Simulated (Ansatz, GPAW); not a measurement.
# Dielectric function and optical constants of CsS3Br (model structure)

Aim: the dielectric function of CsS3Br (model structure), and the optical constants that follow from it. The cell was made here by substitution or stacking, whether or not such a phase is known. It was built so: All Cl replaced by Br and O replaced by S in the R3m structure of CsClO3. The cell is first relaxed with Ansatz.

Calculated with GPAW 26.7.0; DFT, revPBE, plane-wave PAW (GPAW data sets), scalar-relativistic, RPA, optical limit.

### Step 1. The structure

Symmetry: R3m, No. 160, trigonal system. The conventional cell has a = 7.859 Å, b = 7.859 Å, c = 10.097 Å, α = 90.00°, β = 90.00°, γ = 120.00°. Nearest to Cs lie 12 S at 3.94 to 4.36 Å and 4 Br at 4.70 to 4.73 Å. Nearest to Br lie 3 S at 1.82 Å and 4 Cs at 4.70 to 4.73 Å. Nearest to S lie 1 Br at 1.82 Å and 4 Cs at 3.94 to 4.36 Å. All Cl replaced by Br and O replaced by S in the R3m structure of CsClO3. Farther neighbours and most contacts between anions are not listed.

Coordinates:

```cif
data_structure
_symmetry_space_group_name_H-M 'R3m:H'
_symmetry_Int_Tables_number 160
_cell_length_a 7.8588
_cell_length_b 7.8588
_cell_length_c 10.0975
_cell_angle_alpha 90.000
_cell_angle_beta 90.000
_cell_angle_gamma 120.000
_cell_volume 540.07
loop_
_atom_site_label
_atom_site_type_symbol
_atom_site_symmetry_multiplicity
_atom_site_Wyckoff_symbol
_atom_site_fract_x
_atom_site_fract_y
_atom_site_fract_z
_atom_site_occupancy
Cs1 Cs 3 a 0.00000 0.00000 0.00000 1
Br1 Br 3 a 0.33333 0.66667 0.13187 1
S1 S 9 b 0.08593 0.54297 0.06457 1
```

### Step 2. Relaxation

Spectra hang on bond lengths, so the cell is first brought to its minimum.

This step: DFT, revPBE, plane-wave PAW, default files, scalar-relativistic, relaxation (Ansatz 0.2.0).

File input.yaml:

```yaml
crystal:
  lattice:
    - [3.92938603, 2.26863208, 3.3658315]
    - [-3.92938603, 2.26863208, 3.3658315]
    - [0.0, -4.53726416, 3.3658315]
  atoms:
    - { symbol: Cs, position: [0.0, 0.0, 0.0] }
    - { symbol: Br, position: [0.4652, 0.4652, 0.4652] }
    - { symbol: S, position: [0.1505, 0.5216, 0.5216] }
    - { symbol: S, position: [0.5216, 0.5216, 0.1505] }
    - { symbol: S, position: [0.5216, 0.1505, 0.5216] }
kpoints:
  mp_grid: { grid: [4, 4, 4] }
scf:
  occupations: { method: fermi_dirac, width: 0.05 }
hamiltonian:
  xc: revpbe
output:
  forces: true
  stress: true
  write_density: true
  write_potential: true
  elf: true
  volumetric_format: npy
relax:
  f_tol: 0.02
  max_steps: 50
  cell: {}
```

Run with:

```bash
$ ansatz run input.yaml --threads 1 --pin off --max-ram 4096MiB --backend cpu --events-out ev --progress --plain --runs-dir out
```

Numbers of over 12 decimals in the logs are rounded to 6 here.

The program printed:

```text
Engine: ansatz 0.2.0, aarch64-unknown-linux-gnu
Pseudopotentials: kind: paw
Pseudopotential: Cs, paw, valence charge 9, recommended cutoff 420 eV (normal), Cs.paw.azcp
Pseudopotential: Br, paw, valence charge 7, recommended cutoff 420 eV (normal), Br.paw.azcp
Pseudopotential: S, paw, valence charge 6, recommended cutoff 420 eV (normal), S.paw.azcp
Functional definition: revPBE
  parameter kappa = 1.245
  parameter beta = 0.066725
  exchange = pbe_x(kappa = kappa, mu = beta*pi^2/3)
  correlation = pbe_c(beta = beta)
Crystal: 5 atoms, lattice volume = 180.025 Å³
Basis set: ecut = 420 eV, 3557 PW (Γ), exchange–correlation on 80×80×80 points (8 copies of the dense FFT grid, shifted against one another)
Bands: 22, of which v1, the nominal top of the filled ones, is band 17 counted from 1 (16 counted from 0)
Symmetry: 6 space group operations
Space group: R3m (ITA 160), of the structure as read, at distance tolerance 5.6e-5 Å
k-points: 13 of 64 (time reversal used)
Non-local potential: Cs, projectors of the file, l = 0: 3, l = 1: 2, l = 2: 2, l = 3: 2
Non-local potential: Br, projectors of the file, l = 0: 2, l = 1: 2, l = 2: 2
Non-local potential: S, projectors of the file, l = 0: 2, l = 1: 2, l = 2: 2
PAW form: soft (Blöchl's): semilocal exchange-correlation on the pseudo side does not see the compensation charge
PAW frozen core: Cs, regenerated for the run's functional, and the local potential with it (the file was generated under x = pbe(κ = 0.804, μ = 0.219515), c = pbe(β = 0.066725))
PAW frozen core: Br, regenerated for the run's functional, and the local potential with it (the file was generated under x = pbe(κ = 0.804, μ = 0.219515), c = pbe(β = 0.066725))
PAW frozen core: S, regenerated for the run's functional, and the local potential with it (the file was generated under x = pbe(κ = 0.804, μ = 0.219515), c = pbe(β = 0.066725))
PAW one-centre angular grid: Cs, 194 points (default); XC on 64 Gauss nodes
PAW one-centre angular grid: Br, 110 points (default); XC on 64 Gauss nodes
PAW one-centre angular grid: S, 110 points (default); XC on 64 Gauss nodes
Initial density: superposition of atomic densities (neutral atoms: chi_scale 0, normalization atom), corrected by the library's trained network
Initial wavefunctions: pseudopotential atomic-orbital guess
Functional: x = revpbe(κ = 1.245, μ = 0.219515), c = pbe(β = 0.066725)
SCF iter   1: F=—  HF=-11172.190505 eV  |F-HF|=—  |Δ(HF+E_count)|=         —  Δρ=3.84e-3  dr2=3.16e-2  ethr=1.77e-3  ⟨swp⟩=8.6  Hψ=1988  notcnv=0
preconditioner: auto → Resta (q_TF=auto, 2.067 Å⁻¹)  ε∞=3.1  [insulator: Δε(μ)=2.735 eV  Ē_g=10.529 eV  σ=0.050 eV  W_gap=1.00  n_scr=26 (ndim 8)  ℏωp=15.2 eV  f_vac=0.078  D(μ)=0.00/eV (n_scr^D=0)  ε∞_Penn≈3.1]
SCF iter   2: F=—  HF=-11172.175366 eV  |F-HF|=—  |Δ(HF+E_count)|=   1.51e-2  Δρ=1.84e-3  dr2=7.51e-3  ethr=9.31e-5  ⟨swp⟩=2.1  Hψ=640  notcnv=0  defer=12
SCF iter   3: F=—  HF=-11172.176723 eV  |F-HF|=—  |Δ(HF+E_count)|=   1.36e-3  Δρ=8.10e-4  dr2=1.44e-3  ethr=2.21e-5  ⟨swp⟩=2.8  Hψ=502  notcnv=0  defer=12
SCF iter   4: F=—  HF=-11172.177759 eV  |F-HF|=—  |Δ(HF+E_count)|=   1.04e-3  Δρ=1.79e-4  dr2=8.45e-5  ethr=4.24e-6  ⟨swp⟩=2.0  Hψ=442  notcnv=0  defer=12
SCF iter   5: F=—  HF=-11172.178082 eV  |F-HF|=—  |Δ(HF+E_count)|=   3.24e-4  Δρ=3.52e-5  dr2=4.18e-6  ethr=2.49e-7  ⟨swp⟩=2.0  Hψ=446  notcnv=0  defer=12
SCF iter   6: F=—  HF=-11172.178092 eV  |F-HF|=—  |Δ(HF+E_count)|=   9.43e-6  Δρ=1.20e-5  dr2=4.20e-7  ethr=1.23e-8  ⟨swp⟩=2.2  Hψ=507  notcnv=0  defer=12
SCF iter   7: F=-11172.178092 eV  HF=-11172.178092 eV  |F-HF|=4.08e-8  |Δ(HF+E_count)|=   4.33e-7  Δρ=2.90e-6  dr2=3.15e-8  ethr=2.94e-10  ⟨swp⟩=11.0  Hψ=2324  notcnv=0
SCF 1 converged in 7 iterations: F = -11172.178092 eV  dr2 = 3.15e-8
  greatest PAW one-centre occupation: 0.924 electrons in one spin orbital (limit 2), on the Cs atom at site 0 (counted from 0), in its partial waves of l = 0
relax step   1: F+E_penalty+E_count = -11172.17809235 eV  Δ(F+E_penalty+E_count) = +0.000e0 eV  max|allowed force component| = 1.367e1 eV/Å  Δτ_max = 0.0000 Å  P = +22.139 GPa  Ω = 180.025 Å³  (7 SCF iters, dr2 threshold 1.00e-7 eV, accepted)
Crystal: 5 atoms, lattice volume = 185.765 Å³
Basis set: ecut = 420 eV, 3635 PW (Γ), exchange–correlation on 80×80×80 points (8 copies of the dense FFT grid, shifted against one another)
Initial density: handed on by an earlier stage of this run
Initial wavefunctions: those handed on with the density
iter 1 solved again at ethr=2.38e-3 eV; its pass at ethr=3.10e-3 eV (dr2=8.09e-1 eV) is discarded
SCF iter   1: F=—  HF=-11177.658629 eV  |F-HF|=—  |Δ(HF+E_count)|=         —  Δρ=1.87e-2  dr2=7.99e-1  ethr=2.38e-3  ⟨swp⟩=1.0  Hψ=2090  notcnv=0
preconditioner: auto → Resta (q_TF=auto, 2.056 Å⁻¹)  ε∞=3.6  [insulator: Δε(μ)=1.325 eV  Ē_g=9.281 eV  σ=0.050 eV  W_gap=1.00  n_scr=26 (ndim 8)  ℏωp=14.9 eV  f_vac=0.064  D(μ)=0.00/eV (n_scr^D=0)  ε∞_Penn≈3.6]
SCF iter   2: F=—  HF=-11177.435502 eV  |F-HF|=—  |Δ(HF+E_count)|=   2.23e-1  Δρ=7.75e-3  dr2=8.93e-2  ethr=2.35e-3  ⟨swp⟩=2.0  Hψ=413  notcnv=0
SCF iter   3: F=—  HF=-11177.415460 eV  |F-HF|=—  |Δ(HF+E_count)|=   2.00e-2  Δρ=2.00e-3  dr2=6.70e-3  ethr=2.63e-4  ⟨swp⟩=3.8  Hψ=675  notcnv=0  defer=5
SCF iter   4: F=—  HF=-11177.415902 eV  |F-HF|=—  |Δ(HF+E_count)|=   4.43e-4  Δρ=4.90e-4  dr2=6.89e-4  ethr=1.97e-5  ⟨swp⟩=2.5  Hψ=463  notcnv=0  defer=5
SCF iter   5: F=—  HF=-11177.416231 eV  |F-HF|=—  |Δ(HF+E_count)|=   3.29e-4  Δρ=1.32e-4  dr2=7.07e-5  ethr=2.03e-6  ⟨swp⟩=2.3  Hψ=448  notcnv=0  defer=5
SCF iter   6: F=—  HF=-11177.416218 eV  |F-HF|=—  |Δ(HF+E_count)|=   1.33e-5  Δρ=3.76e-5  dr2=4.37e-6  ethr=2.08e-7  ⟨swp⟩=2.0  Hψ=449  notcnv=0  defer=5
SCF iter   7: F=-11177.416226 eV  HF=-11177.416225 eV  |F-HF|=5.98e-7  |Δ(HF+E_count)|=   7.51e-6  Δρ=9.85e-6  dr2=2.87e-7  ethr=1.47e-9  ⟨swp⟩=11.3  Hψ=2492  notcnv=0
SCF 2 converged in 7 iterations: F = -11177.416226 eV  dr2 = 2.87e-7
relax step   2: F+E_penalty+E_count = -11177.41622570 eV  Δ(F+E_penalty+E_count) = -5.238e0 eV  max|allowed force component| = 2.237e0 eV/Å  Δτ_max = 0.1925 Å  P = +4.437 GPa  Ω = 185.765 Å³  energy of the carried Pulay correction = -1.929e-4 eV  (7 SCF iters, dr2 threshold 5.00e-7 eV, accepted)
Crystal: 5 atoms, lattice volume = 195.728 Å³
Basis set: ecut = 420 eV, 3845 PW (Γ), exchange–correlation on 80×80×80 points (8 copies of the dense FFT grid, shifted against one another)
iter 1 solved again at ethr=1.91e-3 eV; its pass at ethr=3.10e-3 eV (dr2=6.48e-1 eV) is discarded
[...]
relax step  11: F+E_penalty+E_count = -11178.05487842 eV  Δ(F+E_penalty+E_count) = -2.625e-3 eV  max|allowed force component| = 3.437e-2 eV/Å  Δτ_max = 0.0192 Å  P = +0.055 GPa  Ω = 205.158 Å³  energy of the carried Pulay correction = -8.021e-4 eV  (6 SCF iters, dr2 threshold 1.61e-7 eV, accepted)
relax step  12: F+E_penalty+E_count = -11178.05518647 eV  Δ(F+E_penalty+E_count) = -3.080e-4 eV  max|allowed force component| = 3.965e-2 eV/Å  Δτ_max = 0.0177 Å  P = +0.032 GPa  Ω = 205.280 Å³  energy of the carried Pulay correction = -8.057e-4 eV  (6 SCF iters, dr2 threshold 7.38e-8 eV, accepted)
relax step  13: F+E_penalty+E_count = -11178.05525441 eV  Δ(F+E_penalty+E_count) = -6.794e-5 eV  max|allowed force component| = 1.636e-2 eV/Å  Δτ_max = 0.0033 Å  P = -0.026 GPa  Ω = 205.586 Å³  energy of the carried Pulay correction = -8.148e-4 eV  (5 SCF iters, dr2 threshold 9.83e-8 eV, accepted)
relax step  14: F+E_penalty+E_count = -11178.07419777 eV  Δ(F+E_penalty+E_count) = -1.894e-2 eV  max|allowed force component| = 1.859e-2 eV/Å  Δτ_max = 0.0000 Å  P = +0.094 GPa  Ω = 205.586 Å³  stress off target by 3.07e-1 GPa  SCF on the basis re-selected at this cell (its energy is not comparable with the rows above)  (7 SCF iters)
relax step  15: F+E_penalty+E_count = -11178.08571574 eV  Δ(F+E_penalty+E_count) = -1.152e-2 eV  max|allowed force component| = 2.612e-2 eV/Å  Δτ_max = 0.1044 Å  P = +0.155 GPa  Ω = 207.938 Å³  energy of the carried Pulay correction = -3.052e-5 eV  (7 SCF iters, dr2 threshold 2.36e-7 eV, accepted)
relax step  16: F+E_penalty+E_count = -11178.09428861 eV  Δ(F+E_penalty+E_count) = -8.573e-3 eV  max|allowed force component| = 4.539e-2 eV/Å  Δτ_max = 0.0252 Å  P = +0.081 GPa  Ω = 213.996 Å³  energy of the carried Pulay correction = -1.568e-4 eV  (7 SCF iters, dr2 threshold 1.94e-7 eV, accepted)
relax step  17: F+E_penalty+E_count = -11178.09619357 eV  Δ(F+E_penalty+E_count) = -1.905e-3 eV  max|allowed force component| = 2.619e-2 eV/Å  Δτ_max = 0.0689 Å  P = +0.020 GPa  Ω = 218.725 Å³  energy of the carried Pulay correction = -2.901e-4 eV  (7 SCF iters, dr2 threshold 1.29e-7 eV, accepted)
relax step  18: F+E_penalty+E_count = -11178.09644664 eV  Δ(F+E_penalty+E_count) = -2.531e-4 eV  max|allowed force component| = 1.197e-2 eV/Å  Δτ_max = 0.0223 Å  P = -0.010 GPa  Ω = 218.729 Å³  energy of the carried Pulay correction = -2.920e-4 eV  (7 SCF iters, dr2 threshold 4.29e-8 eV, accepted)
iter 1 solved again at ethr=1.01e-6 eV; its pass at ethr=3.10e-3 eV (dr2=3.42e-4 eV) is discarded
SCF iter   1: F=—  HF=-11178.097422 eV  |F-HF|=—  |Δ(HF+E_count)|=         —  Δρ=5.02e-5  dr2=5.47e-7  ethr=1.01e-6  ⟨swp⟩=3.2  Hψ=2579  notcnv=0
eigensolver tolerance schedule: the retry pair's looser diagonalisation over-reported the residual by 623.99 of it (diagonalisation noise at 0.25 of the residual, at the tolerance the schedule requests for it); recorded, not acted on — ethr = c·dr2/N_el stays at c = 1.0e-1
preconditioner: auto → Resta (q_TF=auto, 2.001 Å⁻¹)  ε∞=3.5  [insulator: Δε(μ)=0.452 eV  Ē_g=8.612 eV  σ=0.050 eV  W_gap=0.98  n_scr=20 (ndim 8)  ℏωp=13.8 eV  f_vac=0.165  D(μ)=0.03/eV (n_scr^D=0)  ε∞_Penn≈3.5]
SCF iter   2: F=—  HF=-11178.097372 eV  |F-HF|=—  |Δ(HF+E_count)|=   5.00e-5  Δρ=2.65e-5  dr2=1.52e-7  ethr=1.61e-9  ⟨swp⟩=3.4  Hψ=685  notcnv=0
SCF iter   3: F=—  HF=-11178.097376 eV  |F-HF|=—  |Δ(HF+E_count)|=   3.76e-6  Δρ=1.80e-6  dr2=7.24e-9  ethr=4.48e-10  ⟨swp⟩=2.0  Hψ=507  notcnv=0
SCF iter   4: F=—  HF=-11178.097376 eV  |F-HF|=—  |Δ(HF+E_count)|=   1.26e-9  Δρ=5.97e-7  dr2=4.15e-10  ethr=2.13e-11  ⟨swp⟩=2.0  Hψ=389  notcnv=0
SCF iter   5: F=—  HF=-11178.097376 eV  |F-HF|=—  |Δ(HF+E_count)|=  7.77e-10  Δρ=2.67e-7  dr2=1.12e-10  ethr=1.00e-12  ⟨swp⟩=9.1  Hψ=1900  notcnv=0
SCF iter   6: F=-11178.097376 eV  HF=-11178.097376 eV  |F-HF|=0.00e0  |Δ(HF+E_count)|=  2.58e-10  Δρ=5.32e-8  dr2=7.86e-12  ethr=1.00e-12  ⟨swp⟩=7.2  Hψ=1520  notcnv=0
SCF 19 converged in 6 iterations: F = -11178.097376 eV  dr2 = 7.86e-12
relax step  19: F+E_penalty+E_count = -11178.09737555 eV  Δ(F+E_penalty+E_count) = -9.289e-4 eV  max|allowed force component| = 1.228e-2 eV/Å  Δτ_max = 0.0000 Å  P = -0.005 GPa  Ω = 218.729 Å³  stress off target by 1.53e-2 GPa  SCF on the basis re-selected at this cell (its energy is not comparable with the rows above)  (6 SCF iters)
basis re-selected at this cell: Δ(F+E_penalty+E_count) = -9.289e-4 eV, ΔP = +0.006 GPa vs the last step (what re-selecting the basis moved, of the pressure what is left beyond the Pulay correction that the steps carried, after the strain that the cell walked since its last selection, with what the two solves' SCF thresholds leave and, on support functions, any second-order correction that the steps lacked; it is no m [...]
WARN: The input density's exchange-correlation potential varies sharply where the density is thin. Do not read a vacuum level from v_tot or v_xc, or from such a field of the output density. On a cell that repeats whose density bears no net charge and no dipole along the vacuum's axis use v_es (v_loc + v_h of the components); under efield.dipole_correction with no amplitude use v_es + v_field, which holds any external [...]
SCF converged after 6 iterations
Free energy (F): -11178.097376 eV
Harris-Foulkes:  -11178.097376 eV  (|F-HF|=0.00e0)
Internal energy: -11178.096916 eV  (E = F + TS)
E sigma→0 (E₀):  -11178.097146 eV
Entropy (-TS):   -0.000459 eV (-0.092 meV/atom)
Fermi energy:    1.314544 eV
--- Per-component energies (eV) ---
  E_band       = -195.123225
  E_kinetic    = 587.431819
  E_local      = -1313.171053  (includes V_loc(G=0)·N_el)
  E_nonlocal   = 184.549679
  E_hartree    = 438.571086
  E_xc         = -726.194118
  E_vxc        = -484.800830  (∫ρ·V_xc dr)
  E_paw        = -9132.040209  (= ΣΔE_a)
  E_vpaw       = -46.275004  (= ΣTr[D̂ρ^β])
  E_aug_tail   = 0.000004  (compensation charges beyond the density's cutoff)
  E_ewald      = -1217.082077
  E_core_change = -0.162046  (= ΣΔE_core)
  E_smearing   = -0.000459  (= −TS)
  E_closure    = 0.000000  (closes the sum)
  Σ components = -11178.097376   (vs F -11178.097376, Δ=0.00e0)
--- Forces (eV/Å), atoms counted from 1 ---
  atom   1  Cs    -0.00000000     0.00000000    -0.00161553
  atom   2  Br     0.00000000     0.00000000    -0.01228239
  atom   3  S      0.00607579     0.00350786     0.00463293
  atom   4  S     -0.00000000    -0.00701572     0.00463293
  atom   5  S     -0.00607579     0.00350786     0.00463293
  max |Σ_I F_I| component: 8.80e-7 eV/Å
--- Stress (GPa, compression-positive) ---
       -0.014447       0.000000      -0.000000
        0.000000      -0.014447      -0.000000
       -0.000000      -0.000000       0.015278
  P = ⅓ Tr σ = -0.0045 GPa (-0.045 kbar)
--- Band table (eV; the first three rows and the last of 13) ---
  k-point 0: bands = [... 13 lower, 0.4155, 0.5014, 0.5014, 1.0259, 1.6455, 3.6038, 3.6038, 5.2933, ... 1 higher]
  k-point 1: bands = [... 13 lower, 0.2311, 0.4333, 0.5188, 0.8223, 2.0642, 3.4387, 3.8226, 5.7791, ... 1 higher]
  k-point 2: bands = [... 13 lower, 0.1233, 0.2737, 0.6277, 0.6843, 2.4247, 3.2195, 4.0071, 6.3693, ... 1 higher]
  k-point 12: bands = [... 13 lower, 0.2957, 0.6498, 0.6498, 1.0724, 1.5242, 3.3898, 3.3898, 6.7234, ... 1 higher]
--- Relaxed structure (17 steps of the walk, 17 accepted, 2 SCFs on fresh bases) ---
  F+E_penalty+E_count = -11178.09737555 eV   max|allowed force component| = 1.228e-2 eV/Å   (the final SCF, on the basis selected at the relaxed cell)
  cell:  # Å, volume = 218.7293 Å³
    - [3.702739, 2.137778, 4.605429]
    - [-3.702739, 2.137778, 4.605429]
    - [4.8374831098639696e-17, -4.275555, 4.605429]
  atoms:
    - { symbol: Cs, position: [-0.018791, -0.018791, -0.018791] }
    - { symbol: Br, position: [0.457629, 0.457629, 0.457629] }
    - { symbol: S, position: [0.079199, 0.570432, 0.570432] }
    - { symbol: S, position: [0.570432, 0.570432, 0.079199] }
    - { symbol: S, position: [0.570432, 0.079199, 0.570432] }
```

Run time: 86 s. Hardware: 1 thread of Arm Neoverse V2, shared host; peak memory 0.41 GiB.

The steps of the relaxation:

```tsv
step	energy less that of the first step (eV)	largest force component (eV/Å)	pressure (GPa)	volume (Å³)
1	0.0000	13.6713	22.14	180.02
2	-5.2381	2.2372	4.44	185.77
3	-5.6044	1.6656	2.06	195.73
4	-5.7529	0.7023	0.79	202.97
5	-5.8162	0.0958	-0.06	207.21
6	-5.8383	0.1441	-0.20	206.59
7	-5.8535	0.0458	-0.02	203.19
8	-5.8567	0.0370	-0.02	203.88
9	-5.8680	0.0491	0.05	204.99
10	-5.8742	0.0508	0.10	205.18
11	-5.8768	0.0344	0.06	205.16
12	-5.8771	0.0397	0.03	205.28
13	-5.8772	0.0164	-0.03	205.59
14*	-5.8961	0.0186	0.09	205.59
15	-5.9076	0.0261	0.15	207.94
16	-5.9162	0.0454	0.08	214.00
17	-5.9181	0.0262	0.02	218.73
18	-5.9184	0.0120	-0.01	218.73
19*	-5.9193	0.0123	0.00	218.73
```

Relaxation steps marked * repeat the geometry before them on a plane-wave basis chosen anew for their cell, so energy and pressure can jump there.

Forces are held to the 6 operations that the run works with; a distortion that breaks them can't arise in this run.

```tsv
cell as run	before	after	change
a (Å)	5.649	6.284	+11.2 %
b (Å)	5.649	6.284	+11.2 %
c (Å)	5.649	6.284	+11.2 %
α (°)	88.14	72.20	-18.1 %
β (°)	88.14	72.20	-18.1 %
γ (°)	88.14	72.20	-18.1 %
volume (Å³/atom)	36.00	43.75	+21.5 %
```

The atoms that moved most (Å, as changes of fractional coordinates times the final cell):

```tsv
atom	dx	dy	dz	length
S3	-0.445	-0.257	0.121	0.528
S5	0.445	-0.257	0.121	0.528
S4	0.000	0.514	0.121	0.528
Cs1	0.000	0.000	-0.260	0.260
Br2	0.000	0.000	-0.105	0.105
```

Final coordinates:

```
Cs Br S
1.0
     3.70274    2.13778    4.60543
    -3.70274    2.13778    4.60543
     0.00000   -4.27556    4.60543
Cs Br S
1 1 3
Direct
  0.98121 0.98121 0.98121
  0.45763 0.45763 0.45763
  0.07920 0.57043 0.57043
  0.57043 0.57043 0.07920
  0.57043 0.07920 0.57043
```

The relaxation ends with a largest force component of 0.012 eV/Å and a pressure of 0.00 GPa.

[end of part 1 of 2]

[Machine, clock and banner lines and Python warnings are left out of the logs.]

[Logs are printed without paths, hosts, clocks, repeated set-up lines and the standing remarks that a program may print on its own settings, such as how far it seeks lower states.]

[Hosts, paths, dates, database ids (printed as entryN), source tags and the programs' standing remarks are cut or masked in the printed files.]
